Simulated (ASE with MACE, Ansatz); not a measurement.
# Boundary energy of Σ3 (111)[1-10] symmetric tilt boundary in Mo (88 atoms)

What is the boundary energy of this cell, counted against the bulk crystal, and how far does it hang on functional and mesh?

Calculated with Ansatz 0.2.0: Kohn-Sham DFT, PBE, PAW (set soft_2), plane waves; cutoff 420 eV, fermi-dirac smearing of 0.1 eV. Cutoffs: 420 eV for PBE and PBEsol; 500 eV for r2SCAN.

**The cells**

The cell holds 88 atoms: 88 Mo. Its edges and angles: a = 8.938 Å, b = 8.938 Å, c = 20.859 Å, α = 90.0°, β = 90.0°, γ = 60.0°. It derives from Mo. The starting structure: Two grains of Mo, one the mirror image of the other in the boundary plane, two boundaries a cell; of 5 trial joints (lateral shifts, openings, close atoms taken out) the lowest after a short relaxation with the MACE-MP-0b2 potential was kept (shift [0, 0] of the surface cell, opening 0.00 Å, one of each pair under 2.06 Å removed), then its atoms and the cell's length along the normal were relaxed with that potential. Lattice constants are starting values near those of PBE.

The bulk reference is Mo2 in a cell of 2 atoms, 15.777 Å³ an atom.

The input of the single point on the relaxed cell:

```yaml
crystal:
  lattice:
    - [8.93783, 0.0, 0.0]
    - [4.46891, 7.74039, 0.0]
    - [0.0, 0.0, 20.85937]
  atoms:
    - { symbol: Mo, position: [0.33333, 0.33333, 0.99352] }
    - { symbol: Mo, position: [0.0, 0.5, 0.02872] }
    - { symbol: Mo, position: [0.16667, 0.16667, 0.07315] }
    - { symbol: Mo, position: [0.33333, 0.33333, 0.11836] }
    [... 82 atom lines left out ...]
    - { symbol: Mo, position: [0.83333, 0.83333, 0.62484] }
    - { symbol: Mo, position: [0.5, 0.5, 0.56657] }
kpoints:
  mp_grid: { grid: [5, 5, 2] }
hamiltonian:
  xc: pbe
scf:
  occupations: { method: fermi_dirac, width: 0.1 }
output:
  forces: true
  stress: true
  populations: true
  dos:
    method: { smearing: { sigma: 0.08 } }
    de: 0.1
    projected:
      site_lists:
        Mo: [Mo]
        lower_grain: [... 52 sites ...]
        upper_grain: [... 36 sites ...]
  eigenvalues: true
  write_density: true
  write_potential: true
  volumetric_format: npy
```

```
                                            cell  formula                    k-mesh  relaxation steps  gain on relaxing (eV)  free energy, PBE (eV)  time of its runs on this page
Sigma3 (111)[1-10] symmetric tilt boundary in Mo     Mo88  5×5×2 (relaxed on 3×3×1)                 5                   2.06            -436114.746                           46 s
                                         bulk Mo      Mo2                  17×17×17                 -                      -              -9912.065                          8.4 s
```

**Boundary energy**

The excess is the cell's free energy less 44 times that of the bulk cell. It is divided by twice the area, as the cell holds two boundaries, so the value is their mean, and they need not be alike (69.18 Å²), with 1 eV/Å² = 16.022 J/m².

```
           level  k-mesh  excess (eV)  boundary energy (J/m²)  per area (meV/Å²)
             PBE   5×5×2       16.121                   1.867              116.5
PBE, denser mesh   6×6×2       16.143                   1.869              116.7
          r2SCAN   5×5×2       17.959                   2.080              129.8
          PBEsol   5×5×2       17.830                   2.065              128.9
```

Worked for the first row at PBE: (-436114.746) − 44 × (-9912.065) = 16.121 eV (from unrounded energies).

Then 16.121 / (2 × 69.18) × 16.022 = 1.867 J/m².

**Findings**

At PBE the boundary energy is 1.87 J/m². At the same geometries the levels give 1.87 (PBE) to 2.08 J/m² (r2SCAN) and the denser mesh leaves it within 0.01 J/m². Relaxing the atoms lowered it by 0.239 J/m² from the start (on the 3×3×1 mesh of the relaxation), and the farthest atom moved 0.21 Å.

Limits: The cell edges were held, so the lattice is the typed one for every functional, and the length along the normal is the one that the machine-learned potential gave. Cell and bulk are sampled on unlike meshes, and the error grows with the number of atoms subtracted. These are free energies under a smearing of 0.1 eV, whose entropy term isn't removed. The joint was picked among a few trials by a machine-learned potential, and a lower one may exist. In some runs the program notes that positions were snapped to a detected symmetry.

[Logs are printed without paths, hosts, clocks, repeated set-up lines and the standing remarks that a program may print on its own settings, such as how far it seeks lower states.]

[Hosts, paths, dates, database ids (printed as entryN), source tags and the programs' standing remarks are cut or masked in the printed files.]
